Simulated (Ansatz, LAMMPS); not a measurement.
# Localised basis functions on glassy 72SiO2-23Al2O3-3MgO-3K2O (mol %) (134 atoms), part 2 of 3

Wanted: errors and times of a linear-scaling basis for glassy 72SiO2-23Al2O3-3MgO-3K2O (mol %) (134 atoms). A setting counts as converged where the r.m.s. difference of forces stays under 1 % of the r.m.s. force.

Ansatz 0.2.0; Kohn-Sham DFT, PBE, PAW (set soft_2), plane waves.

The cell: 28 Si, 18 Al, 1 Mg, 2 K and 85 O. The quench rate of 25 K/ps is many orders above laboratory rates. The network of bonds at the start is that of the classical potential that made the cell. Only the Γ point is sampled, in a cell whose shortest periodic width is 12 Å.

So far. Step 4 (Support functions low): Forces differ from the reference by 0.67 meV/Å r.m.s., 0.091 % of their size, well within a tolerance of 1 %; the energy by -4.8 meV/atom. It took roughly 5.3 times the reference's time (one timing each, with unlike analyses asked), in 12 cycles against 9.

## (5) Support functions medium

With localised support functions most steps grow linearly with size, though the diagonalisation grows faster unless the density matrix is cut; this run measures error and cost at this size. Besides, the program derives a nominal cutoff of 464 eV for this run, against the reference's 420.

This step: Kohn-Sham DFT, PBE, PAW (set soft_2), localised support functions (medium) (Ansatz 0.2.0).

File input.yaml:

```yaml
crystal:
  lattice:
    - [11.95383, 0.0, 0.0]
    - [0.0, 11.95383, 0.0]
    - [0.0, 0.0, 11.95383]
  atoms:
    [... the 134 atom lines of step 3 ...]
kpoints:
  mp_grid: { grid: [1, 1, 1] }
hamiltonian:
  xc: pbe
scf:
  occupations: { method: gaussian, width: 0.025 }
  eigensolver: { kind: { support_functions: { accuracy: medium } } }
  max_iter: 150
output:
  forces: true
  eigenvalues: true
```

Command:

```bash
$ ansatz run input.yaml --threads 8 --pin off --max-ram 15872MiB --backend cpu --events-out ev --progress --plain --runs-dir out
```

Output:

```text
[...]
Warning: basis.ecutwfc = 464 eV, auto-derived: no grid that the accuracy of the support functions lays serves the files at the lower one that their records recommend; a deck with other species or settings can derive another value
[...]
Crystal: 134 atoms, lattice volume = 1708.131 Å³
Basis set: ecut = 464 eV, 38641 PW (Γ), exchange–correlation on 180×180×180 points (8 copies of the dense FFT grid, shifted against one another)
Bands: 423, of which v1, the nominal top of the filled ones, is band 352 counted from 1 (351 counted from 0)
Symmetry: 1 space group operations
k-points: 1
[...]
SCF iter   1: F=—  HF=-80849.655352 eV  |F-HF|=—  |Δ(HF+E_count)|=         —  Δρ=1.21e-1  dr2=2.49e2  ethr=1.00e-1
[...]
SCF iter  12: F=—  HF=-80862.606242 eV  |F-HF|=—  |Δ(HF+E_count)|=   3.01e-3  Δρ=2.14e-5  dr2=8.55e-6  ethr=4.35e-9  κ⁻¹=2.2e-5(r=7)
SCF iter  13: F=-80862.608651 eV  HF=-80862.608651 eV  |F-HF|=3.80e-7  |Δ(HF+E_count)|=   2.41e-3  Δρ=9.60e-6  dr2=2.40e-6  ethr=1.21e-9
SCF 1 converged in 13 iterations: F = -80862.639198 eV  dr2 = 2.40e-6
[...]
SCF converged after 13 iterations
[...]
Free energy (F): -80862.639198 eV
[...]
Internal energy: -80862.639198 eV  (E = F + TS)
E sigma→0 (E₀):  -80862.639198 eV
Fermi energy:    5.750912 eV
[...]
Σ components = -80862.639198   (vs F -80862.639198, Δ=0.00e0)
--- Forces (eV/Å), atoms counted from 1 ---
  atom   1  Si     1.22869052    -0.38443098    -0.40564331
  atom   2  Si     0.46811803    -0.26311842     1.51358181
  atom   3  Si     1.49264777    -0.24591854     1.15302239
  atom   4  Si    -0.18550691    -0.49839642    -1.14542179
[...]
atom 134  O      0.08725568    -1.34128232    -0.41997419
  max |Σ_I F_I| component: 2.43e-3 eV/Å
--- Band table (eV) ---
[...]
```

The job ended after 49 s (8 threads of AMD EPYC 9R45, shared host; peak memory 5.4 GiB; 6.1 min of CPU time).

Keys that differ from the reference: support_functions.accuracy = "medium" and scf.max_iter = 150.

Forces differ from the reference by 0.64 meV/Å r.m.s., 0.087 % of their size, well within a tolerance of 1 %; the energy by -4.8 meV/atom. It took roughly 5.9 times the reference's time (one timing each, with unlike analyses asked), in 13 cycles against 9.

## (6) Support functions medium, radius 3.07 Å

The radius confines each support function; a larger one gives more freedom and more work per atom.

input.yaml, the sections that differ from step 5:

```yaml
scf:
  occupations: { method: gaussian, width: 0.025 }
  eigensolver: { kind: { support_functions: { accuracy: medium, radius: 3.07 } } }
  max_iter: 150
# crystal, kpoints, hamiltonian, output: as in step 5
```

Output:

```text
Warning: scf.eigensolver.kind.support_functions: disabling space-group detection — the functions' gradient is summed over unrotated k-points, so no spatial operation reduces the k-mesh or symmetrises the density; time reversal is kept, so that k and −k are solved as one point where they differ and the mesh holds both, and exact exchange and, on two spinor components, a DFT+U term hold to it where the run has them: [...]
Warning: basis.ecutwfc = 464 eV, auto-derived: no grid that the accuracy of the support functions lays serves the files at the lower one that their records recommend; a deck with other species or settings can derive another value
settings of this run that can trade accuracy for cost: scf.eigensolver.kind.support_functions [...]
Engine: ansatz 0.2.0, x86_64-unknown-linux-gnu
Pseudopotentials: kind: paw
Pseudopotential: Si, paw, valence charge 4, recommended cutoff 420 eV (normal), Si.paw.azcp
Pseudopotential: Al, paw, valence charge 3, recommended cutoff 420 eV (normal), Al.paw.azcp
Pseudopotential: Mg, paw, valence charge 10, recommended cutoff 420 eV (normal), Mg.paw.azcp
Pseudopotential: K, paw, valence charge 9, recommended cutoff 420 eV (normal), K.paw.azcp
Pseudopotential: O, paw, valence charge 6, recommended cutoff 420 eV (normal), O.paw.azcp
[... 5 lines on functional and potentials left out ...]
Error: SCF: the radius of support functions is under 3.44 Å, the least for these sites at the functions' level (scf.eigensolver.kind.support_functions.accuracy). Use scf.eigensolver.kind: auto, or type scf.eigensolver.kind.support_functions.radius at least as long, [...]
```

Wall time 2.9 s (8 threads); peak memory 0.46 GiB.

The program refuses radii under 3.44 Å for these atoms at this level.

## (7) Support functions medium, radius 3.5 Å

The radius confines each support function; a larger one gives more freedom and more work per atom. Besides, the program derives a nominal cutoff of 464 eV for this run, against the reference's 420.

input.yaml, the sections that differ from step 6:

```yaml
scf:
  occupations: { method: gaussian, width: 0.025 }
  eigensolver: { kind: { support_functions: { accuracy: medium, radius: 3.5 } } }
  max_iter: 150
# crystal, kpoints, hamiltonian, output: as in step 6
```

Output:

```text
[...]
Crystal: 134 atoms, lattice volume = 1708.131 Å³
Basis set: ecut = 464 eV, 38641 PW (Γ), exchange–correlation on 180×180×180 points (8 copies of the dense FFT grid, shifted against one another)
Bands: 423, of which v1, the nominal top of the filled ones, is band 352 counted from 1 (351 counted from 0)
Symmetry: 1 space group operations
k-points: 1
[...]
SCF iter   1: F=—  HF=-80848.428543 eV  |F-HF|=—  |Δ(HF+E_count)|=         —  Δρ=1.21e-1  dr2=2.49e2  ethr=1.00e-1
[...]
SCF iter  13: F=—  HF=-80862.598660 eV  |F-HF|=—  |Δ(HF+E_count)|=   2.87e-3  Δρ=1.12e-5  dr2=2.92e-6  ethr=2.11e-9  κ⁻¹=1.9e-5(r=7)
SCF iter  14: F=-80862.598659 eV  HF=-80862.598660 eV  |F-HF|=5.11e-8  |Δ(HF+E_count)|=   1.75e-8  Δρ=3.42e-6  dr2=3.94e-7  ethr=4.15e-10
SCF 1 converged in 14 iterations: F = -80862.639548 eV  dr2 = 3.94e-7
[...]
SCF converged after 14 iterations
[...]
Free energy (F): -80862.639548 eV
[...]
Internal energy: -80862.639548 eV  (E = F + TS)
E sigma→0 (E₀):  -80862.639548 eV
Fermi energy:    5.751098 eV
[...]
Σ components = -80862.639548   (vs F -80862.639548, Δ=0.00e0)
--- Forces (eV/Å), atoms counted from 1 ---
  atom   1  Si     1.22863748    -0.38364362    -0.40570900
  atom   2  Si     0.46806897    -0.26301642     1.51368412
  atom   3  Si     1.49287311    -0.24589045     1.15297527
  atom   4  Si    -0.18584006    -0.49895909    -1.14553623
[...]
atom 134  O      0.08737096    -1.34176395    -0.42014325
  max |Σ_I F_I| component: 1.85e-3 eV/Å
--- Band table (eV) ---
[...]
```

Wall time 48 s (8 threads); peak memory 5.2 GiB.

Keys that differ from the reference: support_functions.accuracy = "medium", support_functions.radius = 3.5 and scf.max_iter = 150.

Forces differ from the reference by 0.64 meV/Å r.m.s., 0.085 % of their size, well within a tolerance of 1 %; the energy by -4.8 meV/atom. It took roughly 5.8 times the reference's time (one timing each, with unlike analyses asked), in 14 cycles against 9.

## (8) Support functions medium, radius 3.76 Å

The radius confines each support function; a larger one gives more freedom and more work per atom. Besides, the program derives a nominal cutoff of 464 eV for this run, against the reference's 420.

input.yaml, the sections that differ from step 7:

```yaml
scf:
  occupations: { method: gaussian, width: 0.025 }
  eigensolver: { kind: { support_functions: { accuracy: medium, radius: 3.76 } } }
  max_iter: 150
# crystal, kpoints, hamiltonian, output: as in step 7
```

Output:

```text
[...]
Crystal: 134 atoms, lattice volume = 1708.131 Å³
Basis set: ecut = 464 eV, 38641 PW (Γ), exchange–correlation on 180×180×180 points (8 copies of the dense FFT grid, shifted against one another)
Bands: 423, of which v1, the nominal top of the filled ones, is band 352 counted from 1 (351 counted from 0)
Symmetry: 1 space group operations
k-points: 1
[...]
SCF iter   1: F=—  HF=-80850.724830 eV  |F-HF|=—  |Δ(HF+E_count)|=         —  Δρ=1.21e-1  dr2=2.49e2  ethr=1.00e-1
[...]
SCF iter  12: F=—  HF=-80862.616901 eV  |F-HF|=—  |Δ(HF+E_count)|=   2.04e-3  Δρ=1.93e-5  dr2=7.54e-6  ethr=4.12e-9  κ⁻¹=2.5e-5(r=7)
SCF iter  13: F=-80862.618546 eV  HF=-80862.618547 eV  |F-HF|=3.14e-7  |Δ(HF+E_count)|=   1.65e-3  Δρ=9.04e-6  dr2=2.21e-6  ethr=1.07e-9
SCF 1 converged in 13 iterations: F = -80862.639257 eV  dr2 = 2.21e-6
[...]
SCF converged after 13 iterations
[...]
Free energy (F): -80862.639257 eV
[...]
Internal energy: -80862.639257 eV  (E = F + TS)
E sigma→0 (E₀):  -80862.639257 eV
Fermi energy:    5.750849 eV
[...]
Σ components = -80862.639257   (vs F -80862.639257, Δ=0.00e0)
--- Forces (eV/Å), atoms counted from 1 ---
  atom   1  Si     1.22849704    -0.38441404    -0.40515789
  atom   2  Si     0.46809402    -0.26293723     1.51316597
  atom   3  Si     1.49232409    -0.24594687     1.15311916
  atom   4  Si    -0.18560054    -0.49817962    -1.14564124
[...]
atom 134  O      0.08729095    -1.34128635    -0.42012535
  max |Σ_I F_I| component: 2.49e-3 eV/Å
--- Band table (eV) ---
[...]
```

The job ended after 55 s (8 threads; peak memory 5.7 GiB).

Keys that differ from the reference: support_functions.accuracy = "medium", support_functions.radius = 3.76 and scf.max_iter = 150.

Forces differ from the reference by 0.62 meV/Å r.m.s., 0.084 % of their size, well within a tolerance of 1 %; the energy by -4.8 meV/atom. It took roughly 6.6 times the reference's time (one timing each, with unlike analyses asked), in 13 cycles against 9.

## (9) A changed input

A doubtful change is made on purpose, to see how the program answers.

input.yaml, the sections that differ from step 8:

```yaml
scf:
  occupations: { method: gaussian, width: 0.025 }
  eigensolver: { kind: { support_functions: { accuracy: medium, spacing: 0.6 } } }
  max_iter: 60
output:
  forces: true
# crystal, kpoints, hamiltonian: as in step 8
```

Output:

```text
[...]
Crystal: 134 atoms, lattice volume = 1708.131 Å³
Basis set: ecut = 464 eV, 38641 PW (Γ), exchange–correlation on 180×180×180 points (8 copies of the dense FFT grid, shifted against one another)
Bands: 423, of which v1, the nominal top of the filled ones, is band 352 counted from 1 (351 counted from 0)
Symmetry: 1 space group operations
k-points: 1
[...]
SCF iter   1: F=—  HF=-79623.177886 eV  |F-HF|=—  |Δ(HF+E_count)|=         —  Δρ=1.63e-1  dr2=1.59e2  ethr=1.00e-1
[...]
SCF iter  12: F=-79786.126289 eV  HF=-79786.126289 eV  |F-HF|=2.89e-7  |Δ(HF+E_count)|=   5.59e-3  Δρ=4.92e-6  dr2=9.84e-7  ethr=6.80e-10
SCF 1 converged in 12 iterations: F = -79786.207127 eV  dr2 = 9.84e-7
[...]
SCF converged after 12 iterations
[...]
Free energy (F): -79786.207127 eV
[...]
Internal energy: -79786.207127 eV  (E = F + TS)
E sigma→0 (E₀):  -79786.207127 eV
Fermi energy:    6.045547 eV
[...]
--- Forces (eV/Å), atoms counted from 1 ---
  atom   1  Si     1.40245868     0.00235981    -0.48208358
  atom   2  Si     1.18099702    -1.70386449     2.15258685
  atom   3  Si     0.93630098    -0.92439889     0.56339030
  atom   4  Si     0.02157851    -0.28961661    -0.67248169
  atom   5  Si     0.38907105    -1.01861199     1.88982405
  atom   6  Si    -2.32782294     0.64412039     0.37787720
  atom   7  Si     0.87791210    -0.65971927     1.69046805
  atom   8  Si    -0.62690508     1.49430182    -2.71068036
  atom   9  Si    -0.93278511     1.65462212    -0.50953892
  atom  10  Si    -0.08248116     0.22780309     1.82435684
  atom  11  Si     0.90661673    -0.73344799    -1.28159848
  atom  12  Si     1.28538775     2.24588315     0.44607386
  atom  13  Si    -0.03780103    -1.33735634    -0.48360869
  atom  14  Si    -1.86490050    -1.18438032    -3.13802360
[...]
atom 133  O    -15.83942179    12.95381774     4.01325464
  atom 134  O     -0.70795086     6.39988597   -14.95572855
  max |Σ_I F_I| component: 2.63e2 eV/Å
--- Band table (eV) ---
[...]
guard bands above this table: 61 of the run's 423 bands (output.publish_guard_bands: true publishes all)
[...]
```

The job ended after 24 s (8 threads; peak memory 2.5 GiB; 3 min of CPU time).

The program notes that the forces don't sum to zero within tolerance and the grid leaves an egg-box force.

The SCF closed, but on a changed input, so its numbers are not taken as the system's.

The fault in the input: a grid far too coarse (support_functions.spacing = 0.6). The fix is to leave the spacing at the level's default.

Against the plane-wave single point:

```
r.m.s. difference of force components : 8509 meV/Å
longest difference of force vectors   : 26120 meV/Å
force difference over r.m.s. force    : 1145 %
energy difference                     : 8028 meV/atom
gap difference                        : -1.345 eV
```

## (10) Other settings

Changed here: basis.ecutrho_ratio = 9, basis.ecutwfc = "25.7 Ry", hamiltonian.pseudopotentials.accuracy = "standard" and hamiltonian.pseudopotentials.kind = "nc".

This step: Kohn-Sham DFT, PBE, norm-conserving pseudopotentials, plane waves (Ansatz 0.2.0).

input.yaml, the sections that differ from step 9:

```yaml
hamiltonian:
  xc: pbe
  pseudopotentials: { kind: nc, accuracy: standard }
scf:
  occupations: { method: gaussian, width: 0.025 }
output:
  forces: true
  stress: true
  populations: true
  dos:
    method: { smearing: { sigma: 0.1 } }
    de: 0.1
    projected: { site_lists: { Al: [Al], K: [K], Mg: [Mg], O: [O], Si: [Si] } }
  eigenvalues: true
basis:
  ecutrho_ratio: 9
  ecutwfc: "25.7 Ry"
# crystal, kpoints: as in step 9
```

Output:

```text
Warning: basis.ecutwfc = 349.666313 eV is below the records' recommended 1142.878222 eV, and the density's cutoff is lower with it unless basis.ecutrho_ratio is high enough to keep the records' density cutoff: compare with a run at a higher cutoff
Warning: basis.ecutrho_ratio = 9 (ecutrho = 3146.996819 eV) is below the records' recommended 4571.512889 eV
[...]
Crystal: 134 atoms, lattice volume = 1708.131 Å³
Basis set: ecut = 349.666313 eV, 25413 PW (Γ), exchange–correlation on 240×240×240 points (8 copies of the dense FFT grid, shifted against one another)
Bands: 486, of which v1, the nominal top of the filled ones, is band 352 counted from 1 (351 counted from 0)
Symmetry: 1 space group operations
[...]
k-points: 1
[...]
SCF iter   1: F=—  HF=-44946.184109 eV  |F-HF|=—  |Δ(HF+E_count)|=         —  Δρ=1.88e-1  dr2=1.48e2  ethr=3.10e-3  ⟨swp⟩=7.0  Hψ=2391  notcnv=0  defer=118
[...]
SCF iter  11: F=-44906.243076 eV  HF=-44906.243076 eV  |F-HF|=8.55e-9  |Δ(HF+E_count)|=   1.22e-7  Δρ=1.53e-6  dr2=3.40e-8  ethr=1.42e-11  ⟨swp⟩=19.0  Hψ=3237  notcnv=0
SCF 1 converged in 11 iterations: F = -44906.243076 eV  dr2 = 3.40e-8
SCF converged after 11 iterations
Free energy (F): -44906.243076 eV
[...]
Internal energy: -44906.243076 eV  (E = F + TS)
E sigma→0 (E₀):  -44906.243076 eV
Fermi energy:    5.743894 eV
[...]
--- Forces (eV/Å), atoms counted from 1 ---
  atom   1  Si     1.31914023    -0.47937701    -0.45742120
  atom   2  Si     0.53040925    -0.12601609     1.52828594
  atom   3  Si     1.38065275    -0.20182626     1.30037131
  atom   4  Si    -0.10565582    -0.50928750    -1.32821212
  atom   5  Si     0.38389767    -0.36482280     1.44259133
  atom   6  Si    -1.35886283     1.81383079    -0.03666704
  atom   7  Si     0.75911363    -1.21508967     1.77401061
  atom   8  Si    -0.94798231     0.92775749    -1.32591481
  atom   9  Si     0.13211799     1.21294098    -1.24164955
  atom  10  Si     0.40560058    -0.33346224     0.01287498
  atom  11  Si     0.30236291    -0.56594842    -1.19783054
  atom  12  Si     0.72901389     1.14176215     0.57297805
  atom  13  Si    -1.00436887    -0.92660411    -1.31221603
  atom  14  Si    -0.82227009    -0.40076701    -1.23915724
[...]
atom 133  O     -1.06000125     1.91683083    -0.19074915
  atom 134  O      0.21094185    -2.39510630    -0.10356413
  max |Σ_I F_I| component: 1.32e-4 eV/Å
--- Stress (GPa, compression-positive) ---
       16.631161      -0.066653       0.276416
       -0.066653      16.325755      -0.103017
        0.276416      -0.103017      16.482291
  P = ⅓ Tr σ = 16.4797 GPa (164.797 kbar)
--- Band table (eV) ---
[...]
--- Löwdin populations: 134 sites ---
  site symbol       q [e]
     0     Si      2.1890
     1     Si      2.2815
     2     Si      2.2380
[...]
133      O      6.7833
  spilling = 0.015096 (of n_electrons = 704.000000)
```

Run time: 6.7 s. Hardware: 8 threads; peak memory 2.7 GiB.

The program notes that the cutoff lies under the one recommended for these potentials.

Forces differ from the reference by 324 meV/Å r.m.s., 44 % of their size; the pressure by +8.4 GPa and the gap by -0.99 eV. The model changes along with numerical settings, so these numbers mix the two.

## (11) Cost against change

Each row is set against the plane-wave reference (Kohn-Sham DFT, PBE, PAW (set soft_2), plane waves; r.m.s. force component 0.743 eV/Å). Energies are set beside the reference only for runs with its functional, potentials and electron count. Times are for 8 threads of AMD EPYC 9R45, shared host. The reference's time includes the DOS, ELF, the stress and grids, which some other runs skip.

```tsv
run	Δ force, r.m.s. (meV/Å)	share of r.m.s. force (%)	Δ energy (meV/atom)	Δ pressure (GPa)	Δ gap (eV)	cycles	time	host memory (GiB)
reference	-	-	-	-	-	9	8.3 s	2.6
support functions low	0.674	0.0907	-4.82	-	0.0012	12	44 s	5.3
support functions medium	0.644	0.0867	-4.82	-	8.0e-4	13	49 s	5.4
support functions medium, radius 3.5 Å	0.635	0.0854	-4.83	-	5.0e-4	14	48 s	5.2
support functions medium, radius 3.76 Å	0.621	0.0836	-4.82	-	9.0e-4	13	55 s	5.7
basis.ecutrho_ratio = 9, basis.ecutwfc = "25.7 Ry", hamiltonian.pseudopotentials.accuracy = "standard" and hamiltonian.pseudopotentials.kind = "nc"	324	43.6	-	8.45	-0.988	11	6.7 s	2.7
```

[end of part 2 of 3]

[Long decimals in the printed logs are rounded to 6 places.]

[Logs are printed without paths, hosts, clocks, repeated set-up lines and the standing remarks that a program may print on its own settings, such as how far it seeks lower states.]

[Hosts, paths, dates, database ids (printed as entryN), source tags and the programs' standing remarks are cut or masked in the printed files.]
